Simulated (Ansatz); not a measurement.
## One crystal, many levels of theory: SrHgGeSe4 (Ama2)

Aim: the gap of SrHgGeSe4 (Ama2) at several levels of theory on one structure, with the time that each takes.

Main program and level: Ansatz 0.2.0; density functionals, hybrids and G0W0, plane waves, PAW.

Report form: the programs' logs are mostly left out.

In doubt: masses and optical values from hybrid runs of this build are listed as unsure (step 10), which bears on the screening that GW takes from such a start.

**1. The structure**

It takes space group Ama2 (No. 40, orthorhombic). Conventional cell: a = 10.838 Å, b = 10.746 Å, c = 6.638 Å, α = 90.00°, β = 90.00°, γ = 90.00°. Sr has 8 Se at 3.15 to 3.28 Å nearest. Nearest to Ge lie 4 Se at 2.35 to 2.42 Å. Hg has 4 Se at 2.57 to 2.83 Å nearest. Nearest to Se lie 1 Ge at 2.39 Å and 1 Hg at 2.74 Å and 2 Sr at 3.28 Å. Nearest to Se lie 1 Ge at 2.42 Å and 1 Hg at 2.57 Å and 2 Sr at 3.15 Å. Nearest to Se lie 1 Ge at 2.35 Å and 1 Hg at 2.83 Å and 2 Sr at 3.18 Å. Farther neighbours and most contacts between anions are not listed.

Geometry: measured cell, ions relaxed with PBE. The runs that relaxed it are not among those shown. Spin-orbit coupling is left out unless a step names it.

The logs state that the PAW files were generated under PBE.

**2. LDA on the 2×4×4 mesh**

This step: DFT, LDA, plane waves, PAW; PAW set soft_1.

input.yaml reads:

```yaml
crystal:
  lattice:
    - [10.8375, 0.0, 0.0]
    - [0.0, 5.3728, 3.31885]
    - [0.0, -5.3728, 3.31885]
  atoms:
    - { symbol: Sr, position: [0.0, 0.2560433466, 0.2560433466] }
    - { symbol: Sr, position: [0.5, 0.2560433466, 0.2560433466] }
    - { symbol: Ge, position: [0.25, 0.9567885199, 0.5195787844] }
    - { symbol: Ge, position: [0.75, 0.5195787844, 0.9567885199] }
    - { symbol: Hg, position: [0.25, 0.5280692319, 0.8556187453] }
    - { symbol: Hg, position: [0.75, 0.8556187453, 0.5280692319] }
    - { symbol: Se, position: [0.0730524407, 0.1828143308, 0.7237791204] }
    - { symbol: Se, position: [0.9269475593, 0.7237791204, 0.1828143308] }
    - { symbol: Se, position: [0.4269475593, 0.1828143308, 0.7237791204] }
    - { symbol: Se, position: [0.5730524407, 0.7237791204, 0.1828143308] }
    - { symbol: Se, position: [0.25, 0.9728837483, 0.1441951116] }
    - { symbol: Se, position: [0.75, 0.1441951116, 0.9728837483] }
    - { symbol: Se, position: [0.25, 0.5501429265, 0.4178893364] }
    - { symbol: Se, position: [0.75, 0.4178893364, 0.5501429265] }
kpoints:
  mp_grid: { grid: [2, 4, 4] }
  band_path:
    path:
      - [0.0, 0.0, 0.0]
      - [0.0, 0.5, -0.5]
      - [0.0, 0.65460757, -0.34539243]
      - [0.0, 0.34539243, 0.34539243]
      - [0.5, 0.0, 0.0]
      - [0.5, 0.34539243, 0.34539243]
      - [0.5, 0.65460757, -0.34539243]
      - [0.5, 0.5, -0.5]
    npoints: 1
hamiltonian:
  xc: lda
  pseudopotentials: { kind: paw, azcp: { folder: soft_1 }, xc_functional: pbe }
scf:
  occupations: { method: fixed }
  n_extra_bands: 8
output:
  eigenvalues: true
  forces: true
  stress: true
```

Run with:

```console
> ansatz run input.yaml --threads 2 --pin off --max-ram 92160MiB --backend cuda --events-out ev --progress --plain --runs-dir out --devices 1 --max-vram 13GiB
```

It took 18 s on 1 × NVIDIA H100 80GB HBM3 (shared by 6 runs) with 2 threads of AMD EPYC 7R13 (Zen 3), shared host; peak memory 1.1 GiB.

Numbers from this step:

```
pressure             : -2.459 GPa
gap                  : 0.9709 eV
valence top at       : Y
conduction bottom at : Y
least direct gap     : 0.9709 eV
```

Over mesh and listed points the gap is 0.971 eV, direct, at k = (0.000, 0.500, -0.500).

**3. PBE on the 2×4×4 mesh**

Levels along a band path and on the mesh show where this functional puts the band edges.

This step: DFT, PBE, plane waves, PAW; PAW set soft_1.

Changes to input.yaml since step 2:

```diff
@@ -24,16 +24,12 @@
     path:
-      - [0.0, 0.0, 0.0]
-      - [0.0, 0.5, -0.5]
-      - [0.0, 0.65460757, -0.34539243]
-      - [0.0, 0.34539243, 0.34539243]
-      - [0.5, 0.0, 0.0]
-      - [0.5, 0.34539243, 0.34539243]
-      - [0.5, 0.65460757, -0.34539243]
-      - [0.5, 0.5, -0.5]
-    npoints: 1
+      - [[0.0, 0.0, 0.0], [0.0, 0.5, -0.5], [0.0, 0.65460757, -0.34539243]]
+      - [[0.0, 0.34539243, 0.34539243], [0.0, 0.0, 0.0], [0.5, 0.0, 0.0], [0.5, 0.34539243, 0.34539243]]
+      - [[0.5, 0.65460757, -0.34539243], [0.5, 0.5, -0.5], [0.0, 0.5, -0.5]]
+      - [[0.0, 0.0, 0.0], [0.0, 0.5, 0.0], [0.5, 0.5, 0.0], [0.5, 0.0, 0.0], [0.5, 0.5, -0.5]]
+    npoints: 10
 hamiltonian:
-  xc: lda
-  pseudopotentials: { kind: paw, azcp: { folder: soft_1 }, xc_functional: pbe }
+  xc: pbe
+  pseudopotentials: { kind: paw, azcp: { folder: soft_1 } }
 scf:
-  occupations: { method: fixed }
+  occupations: { method: fermi_dirac, width: 0.02 }
   n_extra_bands: 8
@@ -43 +39,5 @@
   stress: true
+  write_density: true
+  write_potential: true
+  elf: true
+  volumetric_format: npy
```

Wall time 18 s (1 × NVIDIA H100 80GB HBM3 (shared by 6 runs) with 2 threads); peak memory 1.4 GiB; 24 s of CPU time.

This step gave:

* pressure: 1.913 GPa
* filled bands: 108
* gap: 1.100 eV
* valence top at: Y
* conduction bottom at: Y
* least direct gap: 1.100 eV

Over mesh and path the gap is 1.100 eV, direct, at k = (0.000, 0.500, -0.500). PBE against LDA: 1.100 − 0.971 = +0.129 eV, with the same mesh, files and cutoff, and both edges at the same k points.

**4. PBE+SOC on the 2×4×4 mesh**

This run has two-component orbitals with spin-orbit coupling.

This step: DFT, PBE with spin-orbit coupling, plane waves, PAW; PAW set soft_1.

input.yaml, the sections that differ from step 3:

```yaml
kpoints:
  mp_grid: { grid: [2, 4, 4] }
  band_path:
    path:
      - [0.0, 0.0, 0.0]
      - [0.0, 0.5, -0.5]
      - [0.0, 0.65460757, -0.34539243]
      - [0.0, 0.34539243, 0.34539243]
      - [0.5, 0.0, 0.0]
      - [0.5, 0.34539243, 0.34539243]
      - [0.5, 0.65460757, -0.34539243]
      - [0.5, 0.5, -0.5]
    npoints: 1
hamiltonian:
  xc: pbe
  pseudopotentials: { kind: paw_fr, azcp: { folder: soft_1 } }
scf:
  occupations: { method: fermi_dirac, width: 0.02 }
  n_extra_bands: 16
magnetization:
  noncollinear: true
  spin_orbit: true
# crystal, output: as in step 3
```

Wall time 15 s (1 × NVIDIA H100 80GB HBM3 (shared by 6 runs) with 2 threads); peak memory 2.4 GiB; 18 s of CPU time.

This step gave:

| Quantity | Value |
| --- | --- |
| pressure | 1.787 GPa |
| gap | 1.070 eV |
| valence top at | Y |
| conduction bottom at | Y |
| least direct gap | 1.070 eV |

Over mesh and listed points the gap is 1.070 eV, direct, at k = (0.000, 0.500, -0.500). PBE+SOC against PBE: 1.070 − 1.100 = −0.030 eV, with the same mesh, set of files (read in its fully relativistic form for the spin-orbit run) and cutoff, and both edges at the same k points. The spin-orbit run sees mesh and listed points alone, so its gap is an upper bound: the coupling can move an edge off these points, the more so as this crystal has no centre of inversion, and the change over the zone, its sign included where it is small, is not known.

**5. r2SCAN on the 2×4×4 mesh**

r2SCAN is a meta-GGA: it depends on the kinetic-energy density as well as on the density and its gradient.

This step: DFT, r2SCAN, plane waves, PAW; PAW set soft_1.

Changes to input.yaml since step 4:

```diff
@@ -34,10 +34,7 @@
 hamiltonian:
-  xc: pbe
-  pseudopotentials: { kind: paw_fr, azcp: { folder: soft_1 } }
+  xc: r2scan
+  pseudopotentials: { kind: paw, azcp: { folder: soft_1 } }
 scf:
-  occupations: { method: fermi_dirac, width: 0.02 }
-  n_extra_bands: 16
-magnetization:
-  noncollinear: true
-  spin_orbit: true
+  occupations: { method: fixed }
+  n_extra_bands: 8
 output:
@@ -46,5 +43 @@
   stress: true
-  write_density: true
-  write_potential: true
-  elf: true
-  volumetric_format: npy
```

Elapsed: 19 s, on 1 × NVIDIA H100 80GB HBM3 (shared by 6 runs) with 2 threads; peak memory 1.6 GiB.

Numbers from this step:

* pressure: 0.4641 GPa
* gap: 1.387 eV
* valence top at: Y
* conduction bottom at: Y
* least direct gap: 1.387 eV

Over mesh and listed points the gap is 1.387 eV, direct, at k = (0.000, 0.500, -0.500). r2SCAN against PBE: 1.387 − 1.100 = +0.287 eV. The runs also differ in plane-wave cutoff (420 eV and 500 eV), so how much of this comes from the functional alone is not known.

**6. HSE06 on the 2×4×4 mesh**

HSE06 mixes in a quarter of exact exchange at short range.

This step: DFT, HSE06, plane waves, PAW; PAW set soft_1.

Changes to input.yaml since step 5:

```diff
@@ -34,3 +34,3 @@
 hamiltonian:
-  xc: r2scan
+  xc: hse06
   pseudopotentials: { kind: paw, azcp: { folder: soft_1 } }
@@ -41,3 +41,5 @@
   eigenvalues: true
-  forces: true
-  stress: true
+  write_density: true
+  write_potential: true
+  elf: true
+  volumetric_format: npy
```

Elapsed: 3.1 min, on 1 × NVIDIA H100 80GB HBM3 (shared by 6 runs) with 2 threads; peak memory 2.5 GiB.

This step gave:

* gap: 1.900 eV
* valence top at: Y
* conduction bottom at: Y
* least direct gap: 1.900 eV
* exact-exchange fraction: 0.25

Over mesh and listed points the gap is 1.900 eV, direct, at k = (0.000, 0.500, -0.500). HSE06 against PBE: 1.900 − 1.100 = +0.800 eV, with the same mesh, files and cutoff, and both edges at the same k points.

**7. PBE0 on the 2×4×4 mesh**

PBE0 mixes in a quarter of exact exchange at all distances.

This step: DFT, PBE0, plane waves, PAW; PAW set soft_1.

Changes to input.yaml since step 6:

```diff
@@ -34,3 +34,3 @@
 hamiltonian:
-  xc: hse06
+  xc: pbe0
   pseudopotentials: { kind: paw, azcp: { folder: soft_1 } }
@@ -41,5 +41 @@
   eigenvalues: true
-  write_density: true
-  write_potential: true
-  elf: true
-  volumetric_format: npy
```

It took 3.1 min on 1 × NVIDIA H100 80GB HBM3 (shared by 6 runs) with 2 threads; peak memory 2.5 GiB; 4.3 min of CPU time.

Numbers from this step:

- gap: 2.566 eV
- valence top at: Y
- conduction bottom at: Y
- least direct gap: 2.566 eV
- exact-exchange fraction: 0.25

Over mesh and listed points the gap is 2.566 eV, direct, at k = (0.000, 0.500, -0.500). PBE0 against HSE06: 2.566 − 1.900 = +0.666 eV, with the same mesh, files and cutoff, and both edges at the same k points.

**8. DDH-PBE0 on the 2×4×4 mesh**

The input asks for a share of exact exchange of one over the crystal's ε∞, which the program works out first.

This step: DFT, dielectric-dependent PBE0 (fraction 1/eps_inf of PBE), plane waves, PAW; PAW set soft_1.

Changes to input.yaml since step 7:

```diff
@@ -20,2 +20,3 @@
     - { symbol: Se, position: [0.75, 0.4178893364, 0.5501429265] }
+  host: atoms
 kpoints:
@@ -34,3 +35,6 @@
 hamiltonian:
-  xc: pbe0
+  xc:
+    exchange: pbe
+    correlation: pbe
+    exx: { coeff: inverse_dielectric }
   pseudopotentials: { kind: paw, azcp: { folder: soft_1 } }
```

The job ended after 4.3 min (1 × NVIDIA H100 80GB HBM3 (shared by 6 runs) with 2 threads; peak memory 4.7 GiB).

This step gave:

```
gap                     : 1.809 eV
valence top at          : Y
conduction bottom at    : Y
least direct gap        : 1.809 eV
exact-exchange fraction : 0.1246
```

Over mesh and listed points the gap is 1.809 eV, direct, at k = (0.000, 0.500, -0.500). DDH-PBE0 against PBE0: 1.809 − 2.566 = −0.757 eV, with the same mesh, files and cutoff, and both edges at the same k points.

**9. G0W0@PBE, 2×2×2 mesh, 877 empty bands, screening to 100 eV, PAW set soft_1 files**

G0W0 replaces the xc potential by a self-energy built once from the orbitals of the start. Levels are corrected in the window of bands that the input names, at points of the mesh.

This step: G0W0 on PBE, plane waves, PAW; PAW set soft_1.

Changes to input.yaml since step 8:

```diff
@@ -20,21 +20,6 @@
     - { symbol: Se, position: [0.75, 0.4178893364, 0.5501429265] }
-  host: atoms
 kpoints:
-  mp_grid: { grid: [2, 4, 4] }
-  band_path:
-    path:
-      - [0.0, 0.0, 0.0]
-      - [0.0, 0.5, -0.5]
-      - [0.0, 0.65460757, -0.34539243]
-      - [0.0, 0.34539243, 0.34539243]
-      - [0.5, 0.0, 0.0]
-      - [0.5, 0.34539243, 0.34539243]
-      - [0.5, 0.65460757, -0.34539243]
-      - [0.5, 0.5, -0.5]
-    npoints: 1
+  mp_grid: { grid: [2, 2, 2] }
 hamiltonian:
-  xc:
-    exchange: pbe
-    correlation: pbe
-    exx: { coeff: inverse_dielectric }
+  xc: pbe
   pseudopotentials: { kind: paw, azcp: { folder: soft_1 } }
@@ -42,4 +27,7 @@
   occupations: { method: fixed }
-  n_extra_bands: 8
-output:
-  eigenvalues: true
+gw:
+  n_empty_bands: 877
+  ecut_chi: 100.0
+  qp_bands: [v4, c4]
+  qp_kpoints: band_edges
+  screening: { model: contour_deformation }
```

Elapsed: 34 s, on 1 × NVIDIA H100 80GB HBM3 (shared by 6 runs) with 2 threads; peak memory 3 GiB.

This step gave:

- bands summed: 985
- RPA ε∞ on this mesh (eigenvalues): 6.670, 7.538, 10.44
- plane waves in the screening matrix: 889
- G0W0 gap over the corrected points: 1.915 eV
- k of the valence top: 0, -0.5, -0.5
- k of the conduction bottom: 0, -0.5, -0.5
- starting gap on the mesh: 1.121 eV
- Z at the valence top: 0.7404
- Z at the conduction bottom: 0.7681
- least direct G0W0 gap over the corrected points: 1.915 eV

Over all 6 irreducible mesh points the G0W0 gap is 1.915 eV, direct, at k = (0.000, -0.500, -0.500). The PBE gap of this run on the mesh is 1.121 eV. The two states that bound the G0W0 gap lie that far apart at the start, so the correction of the gap is 1.915 − 1.121 = +0.794 eV.

**10. G0W0@HSE06, 2×2×2 mesh, 407 empty bands, screening to 60 eV, PAW set soft_1 files**

This step: G0W0 on HSE06, plane waves, PAW; PAW set soft_1.

Changes to input.yaml since step 9:

```diff
@@ -23,3 +23,3 @@
 hamiltonian:
-  xc: pbe
+  xc: hse06
   pseudopotentials: { kind: paw, azcp: { folder: soft_1 } }
@@ -28,4 +28,4 @@
 gw:
-  n_empty_bands: 877
-  ecut_chi: 100.0
+  n_empty_bands: 407
+  ecut_chi: 60
   qp_bands: [v4, c4]
```

Elapsed: 1.8 min, on 1 × NVIDIA H100 80GB HBM3 (shared by 6 runs) with 2 threads; peak memory 2.8 GiB.

Numbers from this step:

```yaml
bands_summed: 515
rpa_eps_infinity_on_this_mesh_eigenvalues: 5.013, 5.642, 7.288
plane_waves_in_the_screening_matrix: 391
g0w0_gap_over_the_corrected_points: 2.293 eV
k_of_the_valence_top: 0, -0.5, -0.5
k_of_the_conduction_bottom: 0, -0.5, -0.5
starting_gap_on_the_mesh: 1.920 eV
z_at_the_valence_top: 0.7800
z_at_the_conduction_bottom: 0.8023
least_direct_g0w0_gap_over_the_corrected_points: 2.293 eV
```

Over all 6 irreducible mesh points the G0W0 gap is 2.293 eV, direct, at k = (0.000, -0.500, -0.500). The HSE06 gap of this run on the mesh is 1.920 eV. The two states that bound the G0W0 gap lie that far apart at the start, so the correction of the gap is 2.293 − 1.920 = +0.373 eV. G0W0@HSE06 against G0W0@PBE with 515 bands (a further run, in the table below): 2.293 − 1.880 = +0.413 eV, with the same mesh, files and cutoffs, and both edges at the same k points.

**11. G0W0@r2SCAN, 2×2×2 mesh, 407 empty bands, screening to 60 eV, PAW set soft_1 files**

This step: G0W0 on r2SCAN, plane waves, PAW; PAW set soft_1.

Changes to input.yaml since step 10:

```diff
@@ -23,3 +23,3 @@
 hamiltonian:
-  xc: hse06
+  xc: r2scan
   pseudopotentials: { kind: paw, azcp: { folder: soft_1 } }
```

Wall time 25 s (1 × NVIDIA H100 80GB HBM3 (shared by 6 runs) with 2 threads); peak memory 2.7 GiB; 34 s of CPU time.

Numbers from this step:

```yaml
bands_summed: 515
rpa_eps_infinity_on_this_mesh_eigenvalues: 5.623, 6.356, 8.542
plane_waves_in_the_screening_matrix: 391
g0w0_gap_over_the_corrected_points: 2.086 eV
k_of_the_valence_top: 0, -0.5, -0.5
k_of_the_conduction_bottom: 0, -0.5, -0.5
starting_gap_on_the_mesh: 1.406 eV
z_at_the_valence_top: 0.7598
z_at_the_conduction_bottom: 0.7847
least_direct_g0w0_gap_over_the_corrected_points: 2.086 eV
```

Over all 6 irreducible mesh points the G0W0 gap is 2.086 eV, direct, at k = (0.000, -0.500, -0.500). The r2SCAN gap of this run on the mesh is 1.406 eV. The two states that bound the G0W0 gap lie that far apart at the start, so the correction of the gap is 2.086 − 1.406 = +0.680 eV. G0W0@r2SCAN against G0W0@HSE06 with 515 bands: 2.086 − 2.293 = −0.207 eV. The runs also differ in plane-wave cutoff (420 eV and 500 eV), so how much of this comes from the start alone is not known.

[end of part 1 of 2]

[Paths, hosts, dates, memory and timing lines, banners, echoed tables and standing remarks are left out of the program output.]

[Logs are printed without paths, hosts, clocks, repeated set-up lines and the standing remarks that a program may print on its own settings, such as how far it seeks lower states.]

[Runs of the session that timed out or met a known fault of the program may be left out.]

[Cells called generated may have been cut or substituted from an entry of the Crystallography Open Database or the Materials Project.]

[Hosts, paths, dates, database ids (printed as entryN), source tags and the programs' standing remarks are cut or masked in the printed files.]

[Where an RPA ε∞ is given, it is that of the G0W0 mesh and is not shown converged in it. Names of k-points follow the symmetry that the program found, which can be lower than the space group named. Band edges on a path are those of the sampled points; other points can move an edge, and change direct to indirect where valleys lie close.]

[Hybrid gaps are those of their k-mesh and are not shown converged in it.]
